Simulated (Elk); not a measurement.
**NbRu: energy against a fixed spin moment**

Wanted: E(M) for NbRu, to see how near it is to a magnetic instability.

Main program and level: Elk 11.2.3 (patched build); PBEsol; all-electron APW+lo, Dirac cores, scalar-relativistic bands.

### 1. Set-up

Symmetry: Pm-3m, No. 221, cubic system. The conventional cell has a = 3.184 Å, b = 3.184 Å, c = 3.184 Å, α = 90.00°, β = 90.00°, γ = 90.00°. Nearest to Nb lie 8 Ru at 2.76 Å. Ru has 8 Nb at 2.76 Å nearest. Farther neighbours are not listed.

### 2. The free run

The free run shows where the moment settles by itself and gives the state from which the held runs start.

Moments are seeded by fields in the spheres (the last three columns under atoms), set against the wanted direction and reduced each loop.

elk.in reads:

```
tasks
  0

xctype
  22

rgkmax
  7.0

nempty
  20

swidth
  0.005

reducebf
  0.5

epsengy
  1e-05

maxscl
  120

lmaxi
  2

nrmtscf
  2.0

gmaxvr
  20.0

spinpol
  .true.

sppath
  './'

avec
  6.01688798081 0.00000000000 0.00000000000
  0.00000000000 6.01688798081 0.00000000000
  0.00000000000 0.00000000000 6.01688798081

atoms
  2
  'Nb.in'
  1
  0.0000000000 0.0000000000 0.0000000000   0.000000 0.000000 -0.030000
  'Ru.in'
  1
  0.5000000000 0.5000000000 0.5000000000   0.000000 0.000000 -0.045000

ngridk
  8 8 8
```

Launch:

```bash
OMP_NUM_THREADS=2 elk
```

Numbers of over 12 decimals in the logs are rounded to 6 here.

Log:

```text
Info(gndstate): no moment of its own; a second start begins; STATE.OUT holds the state before
Info(gndstate): the second start gave no lower state; one of another order, or behind a
 stronger field, isn't excluded

--- INFO.OUT ---
┌─────────────────────────┐
│ Elk code version 11.2.3 │
└─────────────────────────┘

All units are atomic (Hartree, Bohr, etc.)

┌─────────────────────────────────────────────────┐
│ Ground-state run starting from atomic densities │
└─────────────────────────────────────────────────┘

Lattice vectors :
   6.016887981       0.000000000       0.000000000
   0.000000000       6.016887981       0.000000000
   0.000000000       0.000000000       6.016887981

Reciprocal lattice vectors :
   1.044258315       0.000000000       0.000000000
   0.000000000       1.044258315       0.000000000
   0.000000000       0.000000000       1.044258315

Unit cell volume      :    217.8290404
Brillouin zone volume :    1.138738035

Muffin-tin inner radius fraction :   0.1000000000E-01

Nuclei treated as point charges

Species : 1 (Nb)
 parameters loaded from : Nb.in
 name : niobium
 nuclear charge    :   -41.00000000
 electronic charge :    41.00000000
 atomic mass :    169357.9704
 muffin-tin radius :    2.580388922
 number of radial points in muffin-tin :   1197
 inner part over the whole radius :   0.9915621019E-02
 number on inner part of muffin-tin    :    865
 approximate nuclear radius :   0.8268951942E-04
 number of mesh points to nuclear radius :    452
 atomic positions (lattice), magnetic fields (Cartesian) :
  1 :   0.00000000  0.00000000  0.00000000    0.00000000  0.00000000 -0.03000000

Species : 2 (Ru)
 parameters loaded from : Ru.in
 name : ruthenium
 nuclear charge    :   -44.00000000
 electronic charge :    44.00000000
 atomic mass :    184239.3393
 muffin-tin radius :    2.580388922
 number of radial points in muffin-tin :   1197
 inner part over the whole radius :   0.9956596151E-02
 number on inner part of muffin-tin    :    866
 approximate nuclear radius :   0.8462081736E-04
 number of mesh points to nuclear radius :    456
 atomic positions (lattice), magnetic fields (Cartesian) :
  1 :   0.50000000  0.50000000  0.50000000    0.00000000  0.00000000 -0.04500000

Total number of atoms per unit cell :    2
Total muffin-tin volume :    143.9375516
 ratio of muffin-tin to unit cell volume :   0.6607821956

Spin treatment :
 spin-polarised
 global magnetic field (Cartesian) :    0.000000000       0.000000000       0.000000000
 collinear magnetisation in z-direction

Number of Bravais lattice symmetries :   48
Number of crystal symmetries         :   48
Crystal has inversion symmetry
Real symmetric eigensolver will be used

k-point grid :      8     8     8
k-point offset :    0.000000000       0.000000000       0.000000000
k-point set is reduced with full crystal symmetry group
Total number of k-points :       35

Muffin-tin radius times maximum |G+k| :    7.000000000
 using average radius
Maximum |G+k| for APW functions       :    2.712769359
Maximum (1/2)|G+k|²                   :    3.679558797
Maximum |G| for potential and density :    20.00000000
Constant for pseudocharge density :   13
 order of it for each species :   20  20
 order of it for pair densities of each species (exact exchange by exxq0 0: 20) :   10  10
Radial integration step length :    1

G-vector grid sizes :     40    40    40
Number of G-vectors :    29423

Maximum angular momentum used for
 APW functions            :    8
 outer part of muffin-tin :    6
 inner part of muffin-tin :    2

Total nuclear charge    :   -85.00000000
Total core charge       :    56.00000000
Total valence charge    :    29.00000000
Total excess charge     :    0.000000000
Total electronic charge :    85.00000000

Effective Wigner radius, rₛ :   0.8489251781

Number of empty states         :     40
Total number of valence states :    110
Total number of core states    :     56

Third-order local-orbitals added for an l without core states : T
Total number of local-orbitals :     36

Exchange-correlation functional :     22     0     0
 PBEsol, Phys. Rev. Lett. 100, 136406 (2008)
 gradient requirement :    1
 generalised gradient approximation (GGA)

Smearing type :    3
 Fermi-Dirac
Smearing width :   0.5000000000E-02
Effective electronic temperature (K) :    1578.875124

Mixing type :    3
 Broyden mixing, J. Phys. A: Math. Gen. 17, L317 (1984)

Kohn-Sham potential initialised from atomic data

┌──────────────────────────────┐
│ Self-consistent loop started │
└──────────────────────────────┘

┌─────────────────┐
│ Loop number : 1 │
└─────────────────┘

Energies :
 Fermi                       :     0.274041
 sum of occupied eigenvalues :     -4968.8571331273
 electron kinetic            :      8655.8060109532
 core electron kinetic       :      8449.6520784565
 Coulomb                     :     -16756.217587455
 Coulomb potential           :     -13303.744606948
 nuclear-nuclear             :     -1093.2470410868
 electron-nuclear            :     -18056.558897194
 Hartree                     :      2393.5883508264
 Madelung                    :     -10104.345283981
 xc potential                :     -320.87353488463
 xc effective B-field        :    -0.12803458630693E-01
 external B-field            :      0.000000
 exchange                    :     -242.97715562995
 correlation                 :     -5.050083
 electron entropic           :    -0.41384565853605E-02
 total energy                :     -8348.4429531124
 (external B-field energy excluded from total)

Density of states at Fermi energy :    51.13913605
 (states/Hartree/unit cell)

Estimated indirect band gap :   0.1147852149E-02
 from k-point 13 to k-point 29
Estimated direct band gap   :   0.9028175885E-02
 at k-point 21

Charges :
 core                        :    56.00000000
 valence                     :    29.00000000
 interstitial                :    3.017571440
 muffin-tins (core leakage)
  species : 1 (Nb)
   atom 1                    :    38.93709767     (  0.8110732992E-06)
  species : 2 (Ru)
   atom 1                    :    43.04533089     ( -0.3425108268E-06)
 total in muffin-tins        :    81.98242856
 total calculated charge     :    84.99962471
 total charge                :    85.00000000
 error                       :   0.3752894128E-03

Moments :
 interstitial                :  -0.2432307889E-01
 muffin-tins
  species : 1 (Nb)
   atom 1                    :   0.2688352359
  species : 2 (Ru)
   atom 1                    :   0.8280214379
 total in muffin-tins        :    1.096856674
 total moment                :    1.072533595

┌─────────────────┐
│ Loop number : 2 │
└─────────────────┘

Energies :
 Fermi                       :     0.275083
 sum of occupied eigenvalues :     -4968.8957233287
 electron kinetic            :      8654.1662637547
 core electron kinetic       :      8449.0644165870
 Coulomb                     :     -16756.366126554
 Coulomb potential           :     -13303.700133127
 nuclear-nuclear             :     -1093.2470410868
 electron-nuclear            :     -18056.907126760
 Hartree                     :      2393.7880412926
 Madelung                    :     -10104.516059991
 xc potential                :     -319.33421444529
 xc effective B-field        :    -0.12748216877756E-01
 external B-field            :      0.000000
 exchange                    :     -242.98552054142
 correlation                 :     -5.050109
 electron entropic           :    -0.41454855711521E-02
 total energy                :     -8350.2396383053
 (external B-field energy excluded from total)

Density of states at Fermi energy :    51.23848571
 (states/Hartree/unit cell)

Estimated indirect band gap :   0.1059864340E-02
 from k-point 13 to k-point 29
Estimated direct band gap   :   0.8948748498E-02
 at k-point 21

Charges :
 core                        :    56.00000000
 valence                     :    29.00000000
 interstitial                :    3.013450383
 muffin-tins (core leakage)
  species : 1 (Nb)
   atom 1                    :    38.94182449     (  0.8084384362E-06)
  species : 2 (Ru)
   atom 1                    :    43.04472512     ( -0.3425839417E-06)
 total in muffin-tins        :    81.98654962
 total calculated charge     :    84.99962434
 total charge                :    85.00000000
 error                       :   0.3756625869E-03

Moments :
 interstitial                :  -0.2394582541E-01
 muffin-tins
  species : 1 (Nb)
   atom 1                    :   0.2690913398
  species : 2 (Ru)
   atom 1                    :   0.8258594029
 total in muffin-tins        :    1.094950743
 total moment                :    1.071004917

RMS change in Kohn-Sham potential (target) :    4.368618646     (  0.1000000000E-05)
Absolute change in total energy (target)   :    1.796685193     (  0.1000000000E-04)

[... loops 3 to 41 left out ...]

┌──────────────────┐
│ Loop number : 42 │
└──────────────────┘

Energies :
 Fermi                       :     0.417509
 sum of occupied eigenvalues :     -4963.0657139757
 electron kinetic            :      8663.7124430109
 core electron kinetic       :      8450.8856323605
 Coulomb                     :     -16763.195039054
 Coulomb potential           :     -13300.346242847
 nuclear-nuclear             :     -1093.2470410868
 electron-nuclear            :     -18074.369135134
 Hartree                     :      2404.4211371667
 Madelung                    :     -10113.021917631
 xc potential                :     -326.43191413983
 xc effective B-field        :    -0.21311446704336E-10
 external B-field            :      0.000000
 exchange                    :     -243.41708402177
 correlation                 :     -5.051890
 electron entropic           :    -0.65426862972760E-02
 total energy                :     -8347.9581129130
 (external B-field energy excluded from total)

Density of states at Fermi energy :    82.20509612
 (states/Hartree/unit cell)

Estimated indirect band gap :   0.1915601227E-03
 from k-point 12 to k-point 14
Estimated direct band gap   :   0.6084811076E-02
 at k-point 33

Charges :
 core                        :    56.00000000
 valence                     :    29.00000000
 interstitial                :    2.765778055
 muffin-tins (core leakage)
  species : 1 (Nb)
   atom 1                    :    39.20204475     (  0.7029988751E-06)
  species : 2 (Ru)
   atom 1                    :    43.03217720     ( -0.3458742484E-06)
 total in muffin-tins        :    82.23422194
 total calculated charge     :    84.99963727
 total charge                :    85.00000000
 error                       :   0.3627312189E-03

Moments :
 interstitial                :   0.6714979000E-06
 muffin-tins
  species : 1 (Nb)
   atom 1                    :   0.5884710023E-05
  species : 2 (Ru)
   atom 1                    :   0.3304056420E-04
 total in muffin-tins        :   0.3892527422E-04
 total moment                :   0.3959677212E-04

RMS change in Kohn-Sham potential (target) :   0.5365327216E-07 (  0.1000000000E-05)
Absolute change in total energy (target)   :   0.4300563887E-06 (  0.1000000000E-04)

Convergence targets achieved

┌──────────────────┐
│ Loop number : 43 │
└──────────────────┘

Energies :
 Fermi                       :     0.417509
 sum of occupied eigenvalues :     -4963.0657139704
 electron kinetic            :      8663.7124430220
 core electron kinetic       :      8450.8856323694
 Coulomb                     :     -16763.195039065
 Coulomb potential           :     -13300.346242850
 nuclear-nuclear             :     -1093.2470410868
 electron-nuclear            :     -18074.369135152
 Hartree                     :      2404.4211371736
 Madelung                    :     -10113.021917640
 xc potential                :     -326.43191414269
 xc effective B-field        :    -0.21203804857919E-10
 external B-field            :      0.000000
 exchange                    :     -243.41708402215
 correlation                 :     -5.051890
 electron entropic           :    -0.65426862971077E-02
 total energy                :     -8347.9581129132
 (external B-field energy excluded from total)

Density of states at Fermi energy :    82.20509612
 (states/Hartree/unit cell)

Estimated indirect band gap :   0.1915615062E-03
 from k-point 12 to k-point 14
Estimated direct band gap   :   0.6084815210E-02
 at k-point 33

Charges :
 core                        :    56.00000000
 valence                     :    29.00000000
 interstitial                :    2.765778055
 muffin-tins (core leakage)
  species : 1 (Nb)
   atom 1                    :    39.20204475     (  0.7029955000E-06)
  species : 2 (Ru)
   atom 1                    :    43.03217720     ( -0.3458744722E-06)
 total in muffin-tins        :    82.23422194
 total calculated charge     :    84.99963727
 total charge                :    85.00000000
 error                       :   0.3627312150E-03

Moments :
 interstitial                :   0.6665354966E-06
 muffin-tins
  species : 1 (Nb)
   atom 1                    :   0.5863722386E-05
  species : 2 (Ru)
   atom 1                    :   0.3295777084E-04
 total in muffin-tins        :   0.3882149322E-04
 total moment                :   0.3948802872E-04

┌──────────────────────────────┐
│ Self-consistent loop stopped │
└──────────────────────────────┘

Wrote STATE.OUT
```

The job ended after 5.4 min (2 threads of Intel Xeon Platinum 8488C (Sapphire Rapids), shared host; peak memory 0.17 GiB).

The moments died away, and this build then starts once more from a stronger push, within the same count of loops. That gave no lower state.

This step gave:

- final state: non-magnetic

After 43 cycles the seed has died away: no moment is left.

[end of part 1 of 2]

[Logs and program files are shortened in this print: banners, set-up blocks, solver, clock and traceback lines can be left out without a mark of their own.]

[Logs are printed without paths, hosts, clocks, repeated set-up lines and the standing remarks that a program may print on its own settings, such as how far it seeks lower states.]

[Hosts, paths, dates, database ids (printed as entryN), source tags and the programs' standing remarks are cut or masked in the printed files.]

[Where a cell is said to come from a database of computed structures, the database is the Materials Project.]
